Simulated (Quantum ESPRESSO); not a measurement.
**NaCl (Fm-3m): a worked LO-TO splitting**

Wanted: the LO mode of NaCl (Fm-3m) from the TO mode and the field response.

Method: DFT LDA, scalar-relativistic, plane waves, PseudoDojo norm-conserving pseudopotentials, in Quantum ESPRESSO 7.5.

The database entry behind the starting cell differs from later determinations by our own check (an axis about 0.4 % short against later determinations), so it need not match the best structure at ambient conditions.

### Step 1. The relaxed structure

The structure is cubic, space group Fm-3m (No. 225). Conventional cell: a = 5.466 Å, b = 5.466 Å, c = 5.466 Å, α = 90.00°, β = 90.00°, γ = 90.00°. Nearest to Na lie 6 Cl at 2.73 Å. Nearest to Cl lie 6 Na at 2.73 Å. Farther neighbours and most contacts between anions are not listed.

This is the cell after its relaxation at this level of theory, not the database cell from which that began.

### Step 2. What the response run gave

A linear-response run on the relaxed cell, with the response to an electric field; only its zone-centre results are used. Cutoff 97 Ry, k mesh 8×8×8.

What it wrote:

```text
[banners, grids, parts of the stress and lines that vanish by symmetry left out]
Program PHONON v.7.5
     Reading xml data from directory:

[...]
Exchange-correlation= PW
                           (   1   4   0   0   0   0   0)
[...]
(   8 q-points):
[...]
kinetic-energy cut-off    =      97.0000  Ry
     charge density cut-off    =     388.0000  Ry
     convergence threshold     =      1.0E-18
[...]
Exchange-correlation= PW
                           (   1   4   0   0   0   0   0)
[...]
q = (   0.0000000   0.0000000   0.0000000 )
     49 Sym.Ops. (with q -> -q+G )
     G cutoff =  524.2719  (  35629 G-vectors)     FFT grid: ( 45, 45, 45)
     number of k points=    29
[...]
Mode symmetry, O_h (m-3m)  point group:
[...]
Dielectric constant
[...]
End of electric fields calculation
          Dielectric constant in cartesian axis
          (       2.677478385      -0.000000000      -0.000000000 )
          (      -0.000000000       2.677478385      -0.000000000 )
          (      -0.000000000      -0.000000000       2.677478385 )
          Effective charges (d Force / dE) in cartesian axis without acoustic sum rule applied (asr)
           atom    1  Na    Mean Z*:        1.07337
      Ex  (        1.07337        0.00000       -0.00000 )
      Ey  (        0.00000        1.07337       -0.00000 )
      Ez  (       -0.00000       -0.00000        1.07337 )
           atom    2  Cl    Mean Z*:       -1.07381
      Ex  (       -1.07381        0.00000        0.00000 )
      Ey  (       -0.00000       -1.07381       -0.00000 )
      Ez  (        0.00000       -0.00000       -1.07381 )
          Effective charges Sum: Mean:       -0.00045
[...]
Effective charges (d Force / dE) in cartesian axis with asr applied:
           atom    1  Na    Mean Z*:        1.07359
[...]
atom    2  Cl    Mean Z*:       -1.07359
[...]
Representation #   1 modes #   1   2   3
[...]
End of self-consistent calculation
     Convergence has been achieved
     Representation #   2 modes #   4   5   6
[...]
End of self-consistent calculation
     Convergence has been achieved
[...]
Dielectric constant in cartesian axis
          (       2.677478385      -0.000000000      -0.000000000 )
          (      -0.000000000       2.677478385      -0.000000000 )
          (      -0.000000000      -0.000000000       2.677478385 )
          Effective charges (d Force / dE) in cartesian axis without acoustic sum rule applied (asr)
           atom    1  Na    Mean Z*:        1.07337
[...]
Mode symmetry, C_s (m)     point group:
[...]
q = (    0.530330086  -0.176776695   0.530330086 )
[...]
Mode symmetry, C_s (m)     point group:
     freq (   1-   1) =         99.8  [cm-1]   --> A''
     freq (   2-   2) =        127.1  [cm-1]   --> A'
     freq (   3-   3) =        142.1  [cm-1]   --> A'
     freq (   4-   4) =        182.0  [cm-1]   --> A''
     freq (   5-   5) =        194.1  [cm-1]   --> A'
     freq (   6-   6) =        206.9  [cm-1]   --> A'
[...]
Mode symmetry, C_2v (mm2)  point group:
[...]
q = (    0.353553391   0.000000000   0.353553391 )
[...]
Mode symmetry, C_2v (mm2)  point group:
     freq (   1-   1) =         94.7  [cm-1]   --> B_2  D_4  S_4
     freq (   2-   2) =        129.1  [cm-1]   --> B_1  D_3  S_3
     freq (   3-   3) =        152.9  [cm-1]   --> B_1  D_3  S_3
     freq (   4-   4) =        163.3  [cm-1]   --> A_1  D_1  S_1
     freq (   5-   5) =        198.7  [cm-1]   --> B_2  D_4  S_4
     freq (   6-   6) =        213.4  [cm-1]   --> A_1  D_1  S_1
[...]
Mode symmetry, D_4h(4/mmm) point group:
[...]
Convergence has been achieved
[...]
Convergence has been achieved
[...]
Convergence has been achieved
[...]
Convergence has been achieved
[...]
q = (    0.000000000  -0.707106781   0.000000000 )
[...]
freq (    5) =       5.934765 [THz] =     197.962440 [cm-1]
     freq (    6) =       6.292347 [THz] =     209.890094 [cm-1]
[...]
Mode symmetry, D_4h(4/mmm) point group:
     freq (   1-   2) =         81.8  [cm-1]   --> E_u  X_5' M_5'
     freq (   3-   3) =        135.8  [cm-1]   --> A_2u X_4' M_4'
     freq (   4-   5) =        198.0  [cm-1]   --> E_u  X_5' M_5'
     freq (   6-   6) =        209.9  [cm-1]   --> A_2u X_4' M_4'
[...]
Mode symmetry, D_2d (-42m) point group:
[...]
Representation #   1 mode #   1
[...]
Convergence has been achieved
     Representation #   2 mode #   2
[...]
Convergence has been achieved
     Representation #   3 modes #   3   4
[...]
End of self-consistent calculation
     Convergence has been achieved
     Representation #   4 modes #   5   6
[...]
End of self-consistent calculation
     Convergence has been achieved
[...]
q = (   -0.353553391  -0.707106781   0.000000000 )
[...]
freq (    1) =       3.449833 [THz] =     115.074046 [cm-1]
     freq (    2) =       3.449833 [THz] =     115.074046 [cm-1]
     freq (    3) =       4.435979 [THz] =     147.968322 [cm-1]
     freq (    4) =       5.114843 [THz] =     170.612796 [cm-1]
     freq (    5) =       6.116762 [THz] =     204.033211 [cm-1]
     freq (    6) =       6.116762 [THz] =     204.033211 [cm-1]
[...]
Mode symmetry, D_2d (-42m) point group:
     freq (   1-   2) =        115.1  [cm-1]   --> E    X_5  W_3
     freq (   3-   3) =        148.0  [cm-1]   --> A_1  X_1  W_1
     freq (   4-   4) =        170.6  [cm-1]   --> B_2  X_3  W_2
     freq (   5-   6) =        204.0  [cm-1]   --> E    X_5  W_3

   JOB DONE.
```

| quantity | value |
| --- | --- |
| cell volume Ω (Å³) | 40.824 |
| mass of Na (u) | 22.990 |
| mass of Cl (u) | 35.450 |
| Born charge of Na, raw (e) | 1.073 |
| Born charge of Cl, raw (e) | -1.074 |
| ε∞ | 2.678 |
| ω(TO) after the sum rule (cm⁻¹) | 188.5 |

### Step 3. The calculation

The charges must sum to zero over the cell; taking off their mean, 0.000 e, leaves Z* = 1.074 e on Na. In the polar mode Na moves against Cl, so the reduced mass is μ = 22.99 × 35.45 / 58.44 = 13.946 u.

A longitudinal wave builds up a field that adds to the restoring force: ω(LO)² = ω(TO)² + 4π Z*² / (μ Ω ε∞), in Hartree atomic units. With μ = 25422 electron masses and Ω = 275.49 bohr³ the second term is 7.7242e-07 Ha², or 37207 cm⁻² (1 Ha = 219474.6 cm⁻¹).

So ω(LO) = √(35528 + 37207) = 269.7 cm⁻¹, and by the Lyddane-Sachs-Teller relation ε₀ = ε∞ (ω(LO)/ω(TO))² = 5.48.

### Step 4. Check against the program

The analysis program adds the same non-analytic term to the full matrix, here for q along (1 0 0).

What it wrote:

```text
[banner, memory and clock lines left out]
Program DYNMAT v.7.5

     Reading Dynamical Matrix from file x.dyn1
     ...Force constants read
     ...epsilon and Z* read

     Polarizability (A^3 units)
     multiply by 0.641371 for Clausius-Mossotti correction
         5.449572   -0.000000   -0.000000
        -0.000000    5.449572   -0.000000
        -0.000000   -0.000000    5.449572

     IR activities are in (D/A)^2/amu units

# mode   [cm-1]    [THz]      IR
    1     -0.00   -0.0000    0.0000
    2     -0.00   -0.0000    0.0000
    3     -0.00   -0.0000    0.0000
    4    188.49    5.6507    1.9068
    5    188.49    5.6507    1.9068
    6    269.69    8.0851    1.9068
```

ε₀ comes from the program's run without a direction of q.

| quantity | by hand | program |
| --- | --- | --- |
| ω(LO) (cm⁻¹) | 269.7 | 269.7 |
| ε₀ | 5.48 | 5.48 |

### Step 5. Outcome

- TO mode: 188.5 cm⁻¹
- LO mode: 269.7 cm⁻¹
- static dielectric constant: 5.481

In words: The LO mode of NaCl (Fm-3m) lies at 270 cm⁻¹, 81 cm⁻¹ above the TO mode; the formula meets the program within 0.1 cm⁻¹, as it must for a cubic crystal with one polar mode. ω(LO)² − ω(TO)² goes with Z*²/ε∞: an error of 5 % in ε∞ would move the LO mode by 3.3 cm⁻¹, and semilocal functionals tend to overestimate ε∞. These are harmonic values at zero temperature, at the volume of this functional, for the structure held cubic; stability elsewhere in the zone is no part of this calculation.

[Host names and launcher messages were left out of these logs when they were recorded.]

[Logs are printed without paths, hosts, clocks, repeated set-up lines and the standing remarks that a program may print on its own settings, such as how far it seeks lower states.]

[Hosts, paths, dates, database ids (printed as entryN), source tags and the programs' standing remarks are cut or masked in the printed files.]
